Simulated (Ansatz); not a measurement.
# Si(111) with OH on 25 % of the top atoms and H on the rest: bands and core levels, part 4 of 4

Aim: core-level components, unfolded bands and work function of Si(111) with OH on 25 % of the top atoms and H on the rest.

Ansatz 0.2.0; DFT, PBE, plane-wave PAW, default files, scalar-relativistic.

So far, gap on the k-mesh (eV): step 2 (relaxation) 1.09; step 3 (bands by layer) 1.09.

**4. Core holes**

XPS shifts tell sites apart. Each chosen atom gets a core hole in a self-consistent pass of its own.

Contents of input.yaml:

```yaml
crystal:
  lattice:
    - [7.6791796437, 0.0, 0.0]
    - [3.8395898218, 6.6503646517, 0.0]
    - [0.0, 0.0, 24.6337769138]
  atoms:
    - { symbol: H, position: [0.0586187578, 0.0485802202, 0.7195293811] }
    - { symbol: O_h, position: [-0.0086102129, -0.0102591577, 0.6998018474] }
    - { symbol: H, position: [0.496834778, 0.0002694844, 0.6918000934] }
    - { symbol: H, position: [0.0006045032, 0.4967154631, 0.6918298477] }
    - { symbol: H, position: [0.5003703613, 0.5001963466, 0.6917609154] }
    - { symbol: Si_h, position: [-0.00059859, -0.0014443512, 0.6316902555] }
    - { symbol: Si, position: [0.4988900928, -0.0003302108, 0.6306821975] }
    - { symbol: Si, position: [-4.55613e-05, 0.498596794, 0.630719809] }
    - { symbol: Si_h, position: [0.5002821873, 0.4997752768, 0.6307147209] }
    - { symbol: Si_h, position: [0.833542438, 0.3317264822, 0.5992920469] }
    - { symbol: Si, position: [0.3333902292, 0.333158664, 0.5994776633] }
    - { symbol: Si, position: [0.8328741218, 0.8325284484, 0.5998826096] }
    - { symbol: Si, position: [0.3323470756, 0.8329597338, 0.599210734] }
    - { symbol: Si, position: [0.8336435043, 0.3329318477, 0.5033999047] }
    - { symbol: Si, position: [0.3334229682, 0.3332370593, 0.5035977603] }
    - { symbol: Si, position: [0.8336599133, 0.8335230448, 0.5037621414] }
    - { symbol: Si, position: [0.3331899823, 0.8334267086, 0.5033407219] }
    - { symbol: Si_h, position: [0.1668248723, 0.1666868151, 0.4710257293] }
    - { symbol: Si, position: [0.6666776561, 0.1666090707, 0.4710945198] }
    - { symbol: Si, position: [0.1667465371, 0.666512266, 0.471093739] }
    - { symbol: Si, position: [0.6669615741, 0.6666843921, 0.4711214147] }
    - { symbol: Si, position: [0.166666667, 0.166666667, 0.375247085] }
    - { symbol: Si, position: [0.666666667, 0.166666667, 0.375247085] }
    - { symbol: Si, position: [0.166666667, 0.666666667, 0.375247085] }
    - { symbol: Si, position: [0.666666667, 0.666666667, 0.375247085] }
    - { symbol: Si, position: [0.0, 0.0, 0.343430893] }
    - { symbol: Si, position: [0.5, 0.0, 0.343430893] }
    - { symbol: Si, position: [0.0, 0.5, 0.343430893] }
    - { symbol: Si, position: [0.5, 0.5, 0.343430893] }
    - { symbol: H, position: [0.0, 0.0, 0.284162677] }
    - { symbol: H, position: [0.5, 0.0, 0.284162677] }
    - { symbol: H, position: [0.0, 0.5, 0.284162677] }
    - { symbol: H, position: [0.5, 0.5, 0.284162677] }
kpoints:
  mp_grid: { grid: [3, 3, 1] }
scf:
  occupations: { method: fermi_dirac, width: 0.02 }
  n_extra_bands: 23
hamiltonian:
  xc: pbe
  pseudopotentials: { kind: paw }
output:
  forces: true
  write_potential: true
  volumetric_format: []
  core_levels:
    shells: { O_h: "1s", Si_h: "2p" }
    counted_from: conduction_bottom
    add_spin: always
efield:
  axis: 3
  dipole_correction: true
```

Command:

```console
ansatz run input.yaml --threads 4 --pin off --max-ram 8192MiB --backend cpu --events-out ev --progress --plain --runs-dir out
```

Numbers of over 12 decimals in the logs are rounded to 6 here.

The program printed:

```text
[...]
Crystal: 33 atoms, lattice volume = 1258.031 Å³
Basis set: ecut = 420 eV, 24545 PW (Γ), exchange–correlation on 108×108×360 points (8 copies of the dense FFT grid, shifted against one another)
Bands: 78, of which v1, the nominal top of the filled ones, is band 55 counted from 1 (54 counted from 0)
Symmetry: 1 space group operations
[...]
k-points: 5 of 9 (time reversal used)
[...]
SCF iter   1: F=—  HF=-15953.443296 eV  |F-HF|=—  |Δ(HF+E_count)|=         —  Δρ=2.02e-3  dr2=4.94e-1  ethr=1.77e-3  p=-0.046 e·Å  D=-6.62e-3 V/Å  ΔV_dip=0.16 eV  dr2_dipole=7.76e-3  V_vac-E_F(+/−)=3.86/3.70 eV  ⟨swp⟩=8.6  Hψ=2261  notcnv=0  defer=25
[...]
SCF iter   9: F=-15953.374081 eV  HF=-15953.374081 eV  |F-HF|=4.21e-9  |Δ(HF+E_count)|=   7.94e-8  Δρ=9.31e-7  dr2=2.20e-8  ethr=9.09e-11  p=0.007 e·Å  D=1.00e-3 V/Å  ΔV_dip=-0.02 eV  dr2_dipole=3.77e-10  V_vac-E_F(+/−)=4.09/4.11 eV  ⟨swp⟩=29.0  Hψ=4075  notcnv=0
SCF 1 converged in 9 iterations: F = -15953.374081 eV  dr2 = 2.20e-8
[...]
── core hole 1/5: 1s of O_h 1 ──
── 1s of O_h 1: 531.569 eV over the cell without the hole, in 18 iterations ──
── core hole 2/5: 2p of Si_h 5 ──
── 2p of Si_h 5: 100.586 eV over the cell without the hole, in 15 iterations ──
── core hole 3/5: 2p of Si_h 8 ──
── 2p of Si_h 8: 100.064 eV over the cell without the hole, in 15 iterations ──
── core hole 4/5: 2p of Si_h 9 ──
── 2p of Si_h 9: 99.873 eV over the cell without the hole, in 16 iterations ──
── core hole 5/5: 2p of Si_h 17 ──
── 2p of Si_h 17: 99.907 eV over the cell without the hole, in 15 iterations ──
SCF converged after 9 iterations
Free energy (F): -15953.374081 eV
[...]
Internal energy: -15953.374081 eV  (E = F + TS)
E sigma→0 (E₀):  -15953.374081 eV
Fermi energy:    0.190790 eV
Dipole field:    D = 0.001012 V/Å  (p = 0.007033 e·Å, saw-weighted, corrected)
Work function:   Φ+ = 4.0877 eV   Φ− = 4.1126 eV
[...]
--- Forces (eV/Å), atoms counted from 1 ---
  atom   1  H       -0.00180615     0.00187686    -0.00060187
  atom   2  O_h      0.00017893     0.00053895     0.00222247
  atom   3  H        0.00041575    -0.00015401    -0.00016015
  atom   4  H        0.00006003     0.00048229    -0.00029117
  atom   5  H        0.00018617     0.00021324     0.00002978
  atom   6  Si_h    -0.00060169    -0.00008570     0.00007426
  atom   7  Si      -0.00118886     0.00005665     0.00000057
  atom   8  Si      -0.00009922    -0.00072733     0.00000615
  atom   9  Si_h     0.00044484     0.00077624     0.00017642
  atom  10  Si_h     0.00041533     0.00110092    -0.00008589
  atom  11  Si       0.00000999    -0.00012845    -0.00006253
  atom  12  Si      -0.00027685    -0.00008088    -0.00060905
  atom  13  Si       0.00140507    -0.00020704    -0.00041527
  atom  14  Si       0.00018573    -0.00113218    -0.00043668
  atom  15  Si      -0.00036265     0.00049896     0.00003235
  atom  16  Si      -0.00068910    -0.00090760     0.00023284
  atom  17  Si      -0.00150364     0.00027932     0.00013607
  atom  18  Si_h     0.00007869    -0.00005244    -0.00010107
  atom  19  Si      -0.00018571    -0.00016904     0.00038040
  atom  20  Si      -0.00002429    -0.00001523    -0.00009439
  atom  21  Si       0.00050357     0.00053615     0.00046795
  atom  22  Si       0.00269375     0.00126070    -0.08438894
  atom  23  Si      -0.00227224    -0.00935033    -0.07226463
  atom  24  Si      -0.00931753     0.00100685    -0.07244582
  atom  25  Si       0.01151341     0.00412237    -0.06796712
  atom  26  Si       0.00069326     0.00061521     0.85253445
  atom  27  Si      -0.00061976    -0.00203835     0.84618477
  atom  28  Si      -0.00251366     0.00113718     0.84497069
  atom  29  Si       0.00171106     0.00125308     0.85824777
  atom  30  H        0.00005586    -0.00022596    -0.77622878
  atom  31  H       -0.00003786     0.00015466    -0.77698838
  atom  32  H        0.00052579    -0.00066577    -0.77712707
  atom  33  H        0.00042431     0.00003242    -0.77543652
  max |Σ_I F_I| component: 8.41e-6 eV/Å
--- Band table (eV; the first three rows and the last of 5) ---
  k-point 0: bands = [... 51 lower, -0.8029, -0.7765, -0.3656, -0.3485, 0.7370, 0.7503, 0.7512, 1.1846, ... 19 higher]
  k-point 1: bands = [... 51 lower, -1.6275, -1.3973, -1.2844, -0.7588, 0.8791, 1.4587, 1.5771, 1.6834, ... 19 higher]
  k-point 2: bands = [... 51 lower, -1.6299, -1.3964, -1.2812, -0.7575, 0.8801, 1.4592, 1.5758, 1.6838, ... 19 higher]
  k-point 4: bands = [... 51 lower, -2.0267, -1.6591, -1.5236, -1.4994, 1.7855, 2.1384, 2.1956, 2.2147, ... 19 higher]
--- Core levels from the conduction bottom, as differences alone (as output.core_levels.counted_from types it; a hole's nearest image at 7.7 Å) ---
  the holes have spin, as output.core_levels.add_spin types it
  atom         alike  shell      binding/eV   shift/eV difference/eV images/eV   SCF
  O_h 1            1     1s               –     +0.000       531.569         –    18
  Si_h 5           1     2p               –     +0.000       100.586         –    15
  Si_h 8           1     2p               –     -0.522       100.064         –    15
  Si_h 9           1     2p               –     -0.713        99.873         –    16
  Si_h 17          1     2p               –     -0.679        99.907         –    15
  the dataset of O_h with a 1s hole: scattering error 0.001 eV (0.001 eV in the local channel); free atom: scalar-relativistic, large and small components
  the dataset of Si_h with a 2p hole: scattering error 0.000 eV (0.000 eV in the local channel); free atom: scalar-relativistic, large and small components
  the two lines of Si_h's 2p: 2p1/2 +0.408 eV and 2p3/2 -0.204 eV off its levels, 1 : 2 in strength
```

Wall time 4.5 min (4 threads of Intel Xeon at 2.80GHz (Skylake/Cascade Lake), shared host); peak memory 2.8 GiB.

Levels are total-energy differences with one electron taken from the core. The electron stays in the lowest empty state, so these are excitation energies, not binding energies. The hole's nearest image is 7.7 Å away.

| atom | region | shell | level (eV) | shift (eV) | potential at nucleus, shift (V) | j lines (eV) | doubts |
| --- | --- | --- | --- | --- | --- | --- | --- |
| O2 | adsorbate | 1s | 531.57 | - | +0.00 | - | - |
| Si6 | layer 1 | 2p | 100.59 | +0.68 | +0.59 | 100.99 / 100.38 | - |
| Si9 | layer 1 | 2p | 100.06 | +0.16 | -0.13 | 100.47 / 99.86 | - |
| Si10 | layer 2 | 2p | 99.87 | -0.03 | -0.24 | 100.28 / 99.67 | - |
| Si18 | middle | 2p | 99.91 | +0.00 | +0.00 | 100.31 / 99.70 | - |

Levels of p, d and f shells are means over their two j lines, weighted by degeneracy; the splitting comes from the atom's own solve. Shifts count from the last listed atom of each element. With the electron kept in the cell, its attraction to the hole differs by site and enters these shifts. A higher potential at the nucleus binds core electrons more tightly, so that column is a rough initial-state shift.

The Si 2p lines of the listed atoms alone (other atoms of the cell aren't counted), as Gaussians 0.8 eV wide, no depth weighting. Table of intensity by Si 2p level; read off at these points:

Si 2p level (eV), intensity (%) and a bar:
```
    98.20          0 
    98.30          0 
    98.40          0 
    98.50          0 
    98.60          0 
    98.70          1 
    98.80          2 #
    98.90          4 #
    99.00          8 ###
    99.10         15 ####
    99.20         24 #######
    99.30         37 ###########
    99.40         51 ###############
    99.50         66 ####################
    99.60         79 ########################
    99.70         90 ###########################
    99.80         97 #############################
    99.90        100 ##############################
    99.96        100 ##############################
   100.00        100 ##############################
   100.10         98 #############################
   100.20         95 #############################
   100.30         91 ###########################
   100.40         84 #########################
   100.50         75 #######################
   100.60         65 ###################
   100.70         54 ################
   100.80         43 #############
   100.90         34 ##########
   101.00         26 ########
   101.10         20 ######
   101.20         15 #####
   101.30         11 ###
   101.40          8 ##
   101.50          5 #
   101.60          3 #
   101.70          2 
   101.80          1 
   101.90          0 
   102.00          0 
   102.10          0 
   102.20          0 
   102.30          0
```

**5. Results**

```
ionisation potential                                            : 4.63 eV
electron affinity (Kohn–Sham)                                   : 3.54 eV
Si core shifts among the listed atoms, from the last listed one : -0.03 to +0.68 eV
```

The valence top of Si(111) with OH on 25 % of the top atoms and H on the rest lies 4.63 eV below the vacuum and the lowest empty level 3.54 eV. Only the strongest levels a point were stored, too few to count surface states. Core shifts: Si -0.03 to +0.68 eV. Among the sites run, the most bound Si 2p level is that of Si6 (layer 1), bonded to 3 Si and 1 O; the least bound, 0.71 eV shallower, that of Si10 (layer 2), bonded to 4 Si. That is the order that electronegative neighbours give as a rule, though screening of the hole enters too. These are excitation energies with the electron kept in the cell, so its attraction to the hole, which differs by site, enters the order. At 21.2 eV the valence spectrum has its highest listed peaks within 10.8 eV at 1.7 eV (mixed, Si 3p leading), 2.9 eV (mixed, H 1s leading), 3.8 eV (mixed, H 1s leading), 5.2 eV (mixed, H 1s leading) and 6.5 eV (H 1s). At 1486.7 eV the valence spectrum has its highest listed peaks within 13 eV at 3.7 eV (Si 3s), 6.0 eV (Si 3s), 6.6 eV (Si 3s), 7.3 eV (Si 3s) and 9.2 eV (Si 3s). The shell named is the one with most of the intensity, cross sections included, not always the one with most states there. In the main run, from 1486.7 eV towards hard X-rays the Si 3s share grows by 18 points, as its cross section falls more slowly with photon energy than those of the shells it gains on. The spectra rest on a 3×3×1 mesh, so closely spaced maxima can be ripples of the mesh. The slab's own atoms span 7.1 Å, so bulk bands appear as a few quantum-well levels, and states of the two faces can mix. The affinity uses the Kohn–Sham gap, which is too small, so the true affinity is lower and the true ionisation potential usually higher.

[Logs are printed without paths, hosts, clocks, repeated set-up lines and the standing remarks that a program may print on its own settings, such as how far it seeks lower states.]

[Hosts, paths, dates, database ids (printed as entryN), source tags and the programs' standing remarks are cut or masked in the printed files.]

[Maps of the electrostatic potential energy from Ansatz leave out the sawtooth potential of an applied field or a dipole correction, so their vacuum need not be flat; work functions include it.]
